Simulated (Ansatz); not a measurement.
# linear Ta chain under tension and compression, part 2 of 3

Aim: how do moment and conductance of the linear Ta chain follow its length?

Ansatz 0.2.0; DFT PBE, plane waves, PAW; relaxation of a chain's period (the session's first sound run).

So far, absolute moment (μB): step 2 (relaxation of atoms and period) 1.14.

### 3. At a set period, period over the relaxed period 0.88, k-mesh 1×1×38

This step: DFT PBE, plane waves, PAW; channels and complex bands of a perfect chain (Ansatz 0.2.0).

The period is set to 0.88 times the relaxed one: shorter bonds widen the bands.

The cell differs from the one that the last finished run ended in (c 2.424 → 2.133 Å).

input.yaml reads:

```yaml
crystal:
  lattice:
    - [7.5, 0.0, 0.0]
    - [0.0, 7.5, 0.0]
    - [0.0, 0.0, 2.1327913933]
  atoms:
    - { symbol: Ta, position: [0.5, 0.5, 0.0], spin: 0.49 }
magnetization:
  spin_polarized: true
kpoints:
  mp_grid: { grid: [1, 1, 38] }
scf:
  occupations: { method: fermi_dirac, width: 0.05 }
hamiltonian:
  xc: pbe
output:
  transmission:
    e_range: [-2, 2]
    de: 0.035
    kmesh: [1, 1]
    reduced_basis: true
    leads: [[0, 0]]
  stress: true
```

Launch:

```bash
> ansatz run input.yaml --threads 4 --pin off --max-ram 8192MiB --backend cpu --events-out ev --progress --plain --runs-dir out
```

Numbers of over 12 decimals in the logs are rounded to 6 here.

Log:

```text
[...]
Crystal: 1 atoms, lattice volume = 119.970 Å³
Basis set: ecut = 420 eV, 2351 PW (Γ)
Bands: 11, of which v1, the nominal top of the filled ones, is band 7 counted from 1 (6 counted from 0)
Symmetry: 16 space group operations
[...]
k-points: 20 of 38
[...]
Starting moments: Σ|m| = 0.49 μB on 1 of 1 site
[...]
SCF iter   1: F=—  HF=-9924.923371 eV  |F-HF|=—  |Δ(HF+E_count)|=         —  Δρ=1.89e-2 (↑1.47e-2 ↓1.89e-2)  dr2=2.27e0  dr2_m=1.84e-2  M=0.184 μB ∫|m|=0.184 μB  β_m=0.30  ethr=3.10e-3  ⟨swp⟩=6.7  Hψ=2967  notcnv=0
[...]
SCF iter  11: F=-9926.426646 eV  HF=-9926.426646 eV  |F-HF|=1.46e-11  |Δ(HF+E_count)|=  6.68e-10  Δρ=1.00e-7 (↑3.84e-8 ↓1.00e-7)  dr2=2.16e-11  dr2_m=3.45e-12  M=0.000 μB ∫|m|=0.000 μB  ethr=3.89e-12  ⟨swp⟩=3.1  Hψ=1660  notcnv=0
SCF 1 converged in 11 iterations: F = -9926.426646 eV  dr2 = 2.16e-11
[...]
the search or the solves at the SCF's close seem to have found levels that the self-consistency loop had missed (the run counts 1). By its estimate they hold under 1e-12 electrons; where the run keeps them, the occupations were computed again with them
WARN: the starting moments were not kept: the SCF closed with an absolute magnetisation of 1.2e-6 μB, where they sum to 0.49 μB in size (1 site). That is at most 0.1 of that sum. Measured as dr2_m measures the in/out step, that magnetisation stands 7.9e-13 eV from none, at or under the dr2_threshold of 1.0e-7 eV: it is no larger than a step whose dr2_m would equal this threshold. The system may hold no moment; this S [...]
transmission: 6 of 36 steps passed
transmission: 9 of 36 steps passed
[...]
transmission: 36 of 36 steps passed
SCF converged after 11 iterations
Magnetization: 0.0000 μB (6.5000 up, 6.5000 down)
Absolute magnetization: 0.0000 μB (∫|ρ↑−ρ↓|, with the PAW one-centre terms)
[...]
Per-site moments (μB) at R_I (Å): [(5.711232228697758e-7, 0.879776)]
Free energy (F): -9926.426646 eV
[...]
Internal energy: -9926.412100 eV  (E = F + TS)
E sigma→0 (E₀):  -9926.419373 eV
Entropy (-TS):   -0.014546 eV (-14.546 meV/atom)
Fermi energy:    -0.643461 eV
[...]
--- Stress (GPa, compression-positive) ---
       -0.318636       0.000000       0.000000
        0.000000      -0.318636       0.000000
        0.000000       0.000000      18.474846
  P = ⅓ Tr σ = 5.9459 GPa (59.459 kbar)
--- Band table (eV; the first three rows and the last of 40) ---
  k-point 0 ↑: bands = [... 3 lower, -31.1299, -4.7671, -3.2093, -1.2138, -1.1646, 1.1412, 1.1412, 3.1179]
  k-point 1 ↑: bands = [... 3 lower, -31.1991, -4.6512, -3.1822, -1.1952, -1.1462, 1.1444, 1.1444, 3.1406]
  k-point 2 ↑: bands = [... 3 lower, -31.4020, -4.3128, -3.0967, -1.1397, -1.0911, 1.1506, 1.1506, 3.2087]
  k-point 19 ↓: bands = [... 3 lower, -34.0855, -4.2096, -4.2096, 2.7066, 2.7124, 3.0504, 5.8912, 9.4389]
--- Transmission ---
  basis      : 497 plane waves across, 3 finite elements along
  points     : 1, standing for a mesh of 1 x 1
  filling    : by the input's occupations and mesh, since the crystals that have channels conduct as metals do. If one of these is a semiconductor, that mesh has misplaced its level
  energies   : 115 from -2.000000 to 1.990000 eV about the Fermi level, 0.035000 eV apart; the leads are filled to 0.000000 eV, and channels, transmission and decay are at -0.005000 eV
  crystal 0  : Ta1, at the sites [0, 0], period 2.1328 Å: whole cells are its period
    offset         : up to 0.0000 Å between an atom of the period and one for which it stands
    filled         : 9.1 meV under the level at which it is neutral
    channels       : 6.000000e0 up, 6.000000e0 down
    conductance    : 8.2646e14 S/m² at 300 K; may be off by some 0.0 % by where its bands' edges are placed, 0.0 % from the distance to neutral
```

The job ended after 26 s (4 threads of Arm Neoverse V2, shared host; peak memory 0.47 GiB; 79 s of CPU time).

Numbers from this step:

```yaml
energy_at_zero_smearing: -9926.4194 eV
channels_at_the_energy_nearest_the_fermi_level_spin_up: 6
channels_at_the_energy_nearest_the_fermi_level_spin_down: 6
conductance_of_the_lead_as_this_run_defines_it: 6.000 G₀
band_gap: 0 eV
```

Table of open channels of the lead by energy, zero at the Fermi level:

| energy (eV) | spin up | spin down |
| --- | --- | --- |
| -2.000 | 4 | 4 |
| -1.895 | 4 | 4 |
| -1.790 | 4 | 4 |
| -1.685 | 4 | 4 |
| -1.615 | 4 | 4 |
| -1.510 | 4 | 4 |
| -1.405 | 4 | 4 |
| -1.300 | 4 | 4 |
| -1.195 | 4 | 4 |
| -1.090 | 4 | 4 |
| -0.985 | 4 | 4 |
| -0.915 | 4 | 4 |
| -0.810 | 4 | 4 |
| -0.705 | 4 | 4 |
| -0.600 | 4 | 4 |
| -0.495 | 6 | 6 |
| -0.390 | 6 | 6 |
| -0.285 | 6 | 6 |
| -0.215 | 6 | 6 |
| -0.110 | 6 | 6 |
| -0.005 | 6 | 6 |
| 0.100 | 6 | 6 |
| 0.205 | 6 | 6 |
| 0.310 | 6 | 6 |
| 0.415 | 6 | 6 |
| 0.485 | 6 | 6 |
| 0.590 | 6 | 6 |
| 0.695 | 6 | 6 |
| 0.800 | 6 | 6 |
| 0.905 | 6 | 6 |
| 1.010 | 6 | 6 |
| 1.115 | 6 | 6 |
| 1.185 | 6 | 6 |
| 1.290 | 6 | 6 |
| 1.395 | 6 | 6 |
| 1.500 | 6 | 6 |
| 1.605 | 6 | 6 |
| 1.710 | 6 | 6 |
| 1.815 | 4 | 4 |
| 1.885 | 4 | 4 |

At the computed energy nearest the Fermi level there are 6 spin-up and 6 spin-down channels, and the thermal average gives 6.00 G₀.

### 4. At a set period, period over the relaxed period 0.92, k-mesh 1×1×36

The period is set to 0.92 times the relaxed one: shorter bonds widen the bands.

The cell differs from the one that the last finished run ended in (c 2.133 → 2.230 Å).

input.yaml, as its differences from that of step 3:

```diff
@@ -4,3 +4,3 @@
     - [0.0, 7.5, 0.0]
-    - [0.0, 0.0, 2.1327913933]
+    - [0.0, 0.0, 2.2297364566]
   atoms:
@@ -10,3 +10,3 @@
 kpoints:
-  mp_grid: { grid: [1, 1, 38] }
+  mp_grid: { grid: [1, 1, 36] }
 scf:
```

Log:

```text
[...]
Crystal: 1 atoms, lattice volume = 125.423 Å³
Basis set: ecut = 420 eV, 2463 PW (Γ)
Bands: 11, of which v1, the nominal top of the filled ones, is band 7 counted from 1 (6 counted from 0)
Symmetry: 16 space group operations
[...]
k-points: 19 of 36
[...]
Starting moments: Σ|m| = 0.49 μB on 1 of 1 site
[...]
--- Transmission ---
  basis      : 497 plane waves across, 3 finite elements along
  points     : 1, standing for a mesh of 1 x 1
[...]
crystal 0  : Ta1, at the sites [0, 0], period 2.2297 Å: whole cells are its period
[...]
filled         : 20.1 meV under the level at which it is neutral
    channels       : 6.000000e0 up, 6.000000e0 down
[...]
[key lines of the parts left out:]
SCF converged after 11 iterations
Magnetization: 0.0000 μB (6.5000 up, 6.5000 down)
Free energy (F): -9926.880466 eV
Fermi energy:    -0.740451 eV
P = ⅓ Tr σ = 2.9810 GPa (29.810 kbar)
```

The job ended after 24 s (4 threads; peak memory 0.46 GiB; 73 s of CPU time).

At the computed energy nearest the Fermi level there are 6 spin-up and 6 spin-down channels, and the thermal average gives 6.00 G₀.

### 5. The chain at a fixed length, period over the relaxed period 0.96, k-mesh 1×1×35

The period is set to 0.96 times the relaxed one: shorter bonds widen the bands.

The cell differs from the one that the last finished run ended in (c 2.230 → 2.327 Å).

input.yaml, as its differences from that of step 4:

```diff
@@ -4,3 +4,3 @@
     - [0.0, 7.5, 0.0]
-    - [0.0, 0.0, 2.2297364566]
+    - [0.0, 0.0, 2.32668152]
   atoms:
@@ -10,3 +10,3 @@
 kpoints:
-  mp_grid: { grid: [1, 1, 36] }
+  mp_grid: { grid: [1, 1, 35] }
 scf:
```

Log:

```text
[...]
Crystal: 1 atoms, lattice volume = 130.876 Å³
Basis set: ecut = 420 eV, 2527 PW (Γ)
Bands: 11, of which v1, the nominal top of the filled ones, is band 7 counted from 1 (6 counted from 0)
Symmetry: 16 space group operations
[...]
k-points: 18 of 35
[...]
Starting moments: Σ|m| = 0.49 μB on 1 of 1 site
[...]
--- Transmission ---
  basis      : 497 plane waves across, 3 finite elements along
  points     : 1, standing for a mesh of 1 x 1
[...]
crystal 0  : Ta1, at the sites [0, 0], period 2.3267 Å: whole cells are its period
[...]
filled         : 7.8 meV over the level at which it is neutral
    channels       : 6.000000e0 up, 6.000000e0 down
[...]
[key lines of the parts left out:]
SCF converged after 14 iterations
Magnetization: 0.0000 μB (6.5000 up, 6.5000 down)
Free energy (F): -9927.092788 eV
Fermi energy:    -0.830812 eV
P = ⅓ Tr σ = 0.8541 GPa (8.541 kbar)
```

Run time: 23 s. Hardware: 4 threads; peak memory 0.45 GiB.

At the computed energy nearest the Fermi level there are 6 spin-up and 6 spin-down channels, and the thermal average gives 6.00 G₀.

### 6. The chain at a fixed length, period over the relaxed period 1, k-mesh 1×1×34

The period is set to 1.0 times the relaxed one, as the point of reference.

input.yaml, as its differences from that of step 5:

```diff
@@ -4,3 +4,3 @@
     - [0.0, 7.5, 0.0]
-    - [0.0, 0.0, 2.32668152]
+    - [0.0, 0.0, 2.4236265833]
   atoms:
@@ -10,3 +10,3 @@
 kpoints:
-  mp_grid: { grid: [1, 1, 35] }
+  mp_grid: { grid: [1, 1, 34] }
 scf:
```

Log:

```text
[...]
Crystal: 1 atoms, lattice volume = 136.329 Å³
Basis set: ecut = 420 eV, 2633 PW (Γ)
Bands: 11, of which v1, the nominal top of the filled ones, is band 7 counted from 1 (6 counted from 0)
Symmetry: 16 space group operations
[...]
k-points: 18 of 34
[...]
Starting moments: Σ|m| = 0.49 μB on 1 of 1 site
[...]
--- Transmission ---
  basis      : 497 plane waves across, 3 finite elements along
  points     : 1, standing for a mesh of 1 x 1
[...]
crystal 0  : Ta1, at the sites [0, 0], period 2.4236 Å: whole cells are its period
[...]
filled         : 15.8 meV under the level at which it is neutral
    channels       : 6.000000e0 up, 4.000000e0 down
[...]
[key lines of the parts left out:]
SCF converged after 13 iterations
Magnetization: 0.9113 μB (6.9556 up, 6.0444 down)
Free energy (F): -9927.136801 eV
Fermi energy:    -0.841107 eV
P = ⅓ Tr σ = -0.2851 GPa (-2.851 kbar)
```

It took 22 s on 4 threads; peak memory 0.45 GiB.

At the computed energy nearest the Fermi level there are 6 spin-up and 4 spin-down channels, and the thermal average gives 5.17 G₀.

Between step 3 and this run (period over the relaxed period 1 and k-mesh 1×1×34) the value for the conductance of the lead as this run defines it moves from 6.00 G₀ to 5.17 G₀ (-14 %).

### 7. At a set period, period over the relaxed period 1.04, k-mesh 1×1×32

The period is set to 1.04 times the relaxed one: longer bonds narrow the bands.

The cell differs from the one that the last finished run ended in (c 2.424 → 2.521 Å).

input.yaml, as its differences from that of step 6:

```diff
@@ -4,3 +4,3 @@
     - [0.0, 7.5, 0.0]
-    - [0.0, 0.0, 2.4236265833]
+    - [0.0, 0.0, 2.5205716466]
   atoms:
@@ -10,3 +10,3 @@
 kpoints:
-  mp_grid: { grid: [1, 1, 34] }
+  mp_grid: { grid: [1, 1, 32] }
 scf:
```

Log:

```text
[...]
Crystal: 1 atoms, lattice volume = 141.782 Å³
Basis set: ecut = 420 eV, 2769 PW (Γ)
Bands: 11, of which v1, the nominal top of the filled ones, is band 7 counted from 1 (6 counted from 0)
Symmetry: 16 space group operations
[...]
k-points: 17 of 32
[...]
Starting moments: Σ|m| = 0.49 μB on 1 of 1 site
[...]
--- Transmission ---
  basis      : 497 plane waves across, 4 finite elements along
  points     : 1, standing for a mesh of 1 x 1
[...]
crystal 0  : Ta1, at the sites [0, 0], period 2.5206 Å: whole cells are its period
[...]
filled         : 26.3 meV over the level at which it is neutral
    channels       : 6.000000e0 up, 4.000000e0 down
[...]
[key lines of the parts left out:]
SCF converged after 11 iterations
Magnetization: 1.1355 μB (7.0677 up, 5.9323 down)
Free energy (F): -9927.080238 eV
Fermi energy:    -0.926574 eV
P = ⅓ Tr σ = -1.2173 GPa (-12.173 kbar)
```

Elapsed: 29 s, on 4 threads; peak memory 0.51 GiB; 94 s of CPU time.

At the computed energy nearest the Fermi level there are 6 spin-up and 4 spin-down channels, and the thermal average gives 5.00 G₀. The change of length costs 0.056 eV a cell and leaves an absolute moment of 1.14 μB a cell.

For the conductance of the lead as this run defines it, step 3 gave 6.00 G₀; this run, with period over the relaxed period 1.04 and k-mesh 1×1×32, gives 5.00 G₀ (-17 %).

### 8. At a set period, period over the relaxed period 1.08, k-mesh 1×1×31

The period is set to 1.08 times the relaxed one: longer bonds narrow the bands.

The cell differs from the one that the last finished run ended in (c 2.521 → 2.618 Å).

input.yaml, as its differences from that of step 7:

```diff
@@ -4,3 +4,3 @@
     - [0.0, 7.5, 0.0]
-    - [0.0, 0.0, 2.5205716466]
+    - [0.0, 0.0, 2.61751671]
   atoms:
@@ -10,3 +10,3 @@
 kpoints:
-  mp_grid: { grid: [1, 1, 32] }
+  mp_grid: { grid: [1, 1, 31] }
 scf:
```

Log:

```text
[...]
Crystal: 1 atoms, lattice volume = 147.235 Å³
Basis set: ecut = 420 eV, 2897 PW (Γ)
Bands: 11, of which v1, the nominal top of the filled ones, is band 7 counted from 1 (6 counted from 0)
Symmetry: 16 space group operations
[...]
k-points: 16 of 31
[...]
Starting moments: Σ|m| = 0.49 μB on 1 of 1 site
[...]
--- Transmission ---
  basis      : 497 plane waves across, 4 finite elements along
  points     : 1, standing for a mesh of 1 x 1
[...]
crystal 0  : Ta1, at the sites [0, 0], period 2.6175 Å: whole cells are its period
[...]
filled         : 9.4 meV over the level at which it is neutral
    channels       : 6.000000e0 up, 4.000000e0 down
[...]
[key lines of the parts left out:]
SCF converged after 10 iterations
Magnetization: 1.1974 μB (7.0987 up, 5.9013 down)
Free energy (F): -9926.937957 eV
Fermi energy:    -1.056579 eV
P = ⅓ Tr σ = -1.9102 GPa (-19.102 kbar)
```

The job ended after 30 s (4 threads; peak memory 0.5 GiB; 95 s of CPU time).

At the computed energy nearest the Fermi level there are 6 spin-up and 4 spin-down channels, and the thermal average gives 5.00 G₀. The change of length costs 0.200 eV a cell and leaves an absolute moment of 1.20 μB a cell.

Between step 3 and this run (period over the relaxed period 1.08 and k-mesh 1×1×31) the value for the conductance of the lead as this run defines it moves from 6.00 G₀ to 5.00 G₀ (-17 %).

### 9. At a set period, period over the relaxed period 1.13, k-mesh 1×1×30

The period is set to 1.13 times the relaxed one: longer bonds narrow the bands.

The cell differs from the one that the last finished run ended in (c 2.618 → 2.739 Å).

input.yaml, as its differences from that of step 8:

```diff
@@ -4,3 +4,3 @@
     - [0.0, 7.5, 0.0]
-    - [0.0, 0.0, 2.61751671]
+    - [0.0, 0.0, 2.7386980391]
   atoms:
@@ -10,3 +10,3 @@
 kpoints:
-  mp_grid: { grid: [1, 1, 31] }
+  mp_grid: { grid: [1, 1, 30] }
 scf:
```

Log:

```text
[...]
Crystal: 1 atoms, lattice volume = 154.052 Å³
Basis set: ecut = 420 eV, 3073 PW (Γ)
Bands: 11, of which v1, the nominal top of the filled ones, is band 7 counted from 1 (6 counted from 0)
Symmetry: 16 space group operations
[...]
k-points: 16 of 30
[...]
Starting moments: Σ|m| = 0.49 μB on 1 of 1 site
[...]
--- Transmission ---
  basis      : 497 plane waves across, 4 finite elements along
  points     : 1, standing for a mesh of 1 x 1
[...]
crystal 0  : Ta1, at the sites [0, 0], period 2.7387 Å: whole cells are its period
[...]
filled         : 0.7 meV under the level at which it is neutral
    channels       : 6.000000e0 up, 4.000000e0 down
[...]
[key lines of the parts left out:]
SCF converged after 10 iterations
Magnetization: 1.4032 μB (7.2016 up, 5.7984 down)
Free energy (F): -9926.688035 eV
Fermi energy:    -1.196974 eV
P = ⅓ Tr σ = -2.3482 GPa (-23.482 kbar)
```

It took 29 s on 4 threads; peak memory 0.49 GiB; 89 s of CPU time.

At the computed energy nearest the Fermi level there are 6 spin-up and 4 spin-down channels, and the thermal average gives 5.00 G₀. The change of length costs 0.452 eV a cell and leaves an absolute moment of 1.40 μB a cell.

For the conductance of the lead as this run defines it, step 3 gave 6.00 G₀; this run, with period over the relaxed period 1.13 and k-mesh 1×1×30, gives 5.00 G₀ (-17 %).

### 10. The chain at a fixed length, period over the relaxed period 1.2, k-mesh 1×1×28

The period is set to 1.2 times the relaxed one: longer bonds narrow the bands.

The cell differs from the one that the last finished run ended in (c 2.739 → 2.908 Å).

input.yaml, as its differences from that of step 9:

```diff
@@ -4,3 +4,3 @@
     - [0.0, 7.5, 0.0]
-    - [0.0, 0.0, 2.7386980391]
+    - [0.0, 0.0, 2.9083519]
   atoms:
@@ -10,3 +10,3 @@
 kpoints:
-  mp_grid: { grid: [1, 1, 30] }
+  mp_grid: { grid: [1, 1, 28] }
 scf:
```

Log:

```text
[...]
Crystal: 1 atoms, lattice volume = 163.595 Å³
Basis set: ecut = 420 eV, 3225 PW (Γ)
Bands: 11, of which v1, the nominal top of the filled ones, is band 7 counted from 1 (6 counted from 0)
Symmetry: 16 space group operations
[...]
k-points: 15 of 28
[...]
Starting moments: Σ|m| = 0.49 μB on 1 of 1 site
[...]
--- Transmission ---
  basis      : 497 plane waves across, 4 finite elements along
  points     : 1, standing for a mesh of 1 x 1
[...]
crystal 0  : Ta1, at the sites [0, 0], period 2.9084 Å: whole cells are its period
[...]
filled         : 3.7 meV under the level at which it is neutral
    channels       : 5.000000e0 up, 3.000000e0 down
[...]
[key lines of the parts left out:]
SCF converged after 14 iterations
Magnetization: 2.3902 μB (7.6951 up, 5.3049 down)
Free energy (F): -9926.320804 eV
Fermi energy:    -1.279160 eV
P = ⅓ Tr σ = -1.8618 GPa (-18.618 kbar)
```

It took 20 s on 4 threads; peak memory 0.42 GiB.

At the computed energy nearest the Fermi level there are 5 spin-up and 3 spin-down channels, and the thermal average gives 4.02 G₀. The change of length costs 0.820 eV a cell and leaves an absolute moment of 2.39 μB a cell.

For the conductance of the lead as this run defines it, step 3 gave 6.00 G₀; this run, with period over the relaxed period 1.2 and k-mesh 1×1×28, gives 4.02 G₀ (-33 %).

### 11. The chain at a fixed length, period over the relaxed period 1.3, k-mesh 1×1×26

The period is set to 1.3 times the relaxed one: longer bonds narrow the bands.

The cell differs from the one that the last finished run ended in (c 2.908 → 3.151 Å).

input.yaml, as its differences from that of step 10:

```diff
@@ -4,3 +4,3 @@
     - [0.0, 7.5, 0.0]
-    - [0.0, 0.0, 2.9083519]
+    - [0.0, 0.0, 3.1507145583]
   atoms:
@@ -10,3 +10,3 @@
 kpoints:
-  mp_grid: { grid: [1, 1, 28] }
+  mp_grid: { grid: [1, 1, 26] }
 scf:
```

Log:

```text
[...]
Crystal: 1 atoms, lattice volume = 177.228 Å³
Basis set: ecut = 420 eV, 3499 PW (Γ)
Bands: 11, of which v1, the nominal top of the filled ones, is band 7 counted from 1 (6 counted from 0)
Symmetry: 16 space group operations
[...]
k-points: 14 of 26
[...]
Starting moments: Σ|m| = 0.49 μB on 1 of 1 site
[...]
--- Transmission ---
  basis      : 497 plane waves across, 4 finite elements along
  points     : 1, standing for a mesh of 1 x 1
[...]
crystal 0  : Ta1, at the sites [0, 0], period 3.1507 Å: whole cells are its period
[...]
filled         : 9.4 meV under the level at which it is neutral
    channels       : 5.000000e0 up, 1.000000e0 down
[...]
[key lines of the parts left out:]
SCF converged after 13 iterations
Magnetization: 3.6928 μB (8.3464 up, 4.6536 down)
Free energy (F): -9925.999059 eV
Fermi energy:    -1.382317 eV
P = ⅓ Tr σ = -1.3701 GPa (-13.701 kbar)
```

The job ended after 19 s (4 threads; peak memory 0.42 GiB; 59 s of CPU time).

At the computed energy nearest the Fermi level there are 5 spin-up and 1 spin-down channels, and the thermal average gives 3.00 G₀. The change of length costs 1.142 eV a cell and leaves an absolute moment of 3.69 μB a cell.

Between step 3 and this run (period over the relaxed period 1.3 and k-mesh 1×1×26) the value for the conductance of the lead as this run defines it moves from 6.00 G₀ to 3.00 G₀ (-50 %).

[end of part 2 of 3]

[Logs are printed without paths, hosts, clocks, repeated set-up lines and the standing remarks that a program may print on its own settings, such as how far it seeks lower states.]

[Hosts, paths, dates, database ids (printed as entryN), source tags and the programs' standing remarks are cut or masked in the printed files.]
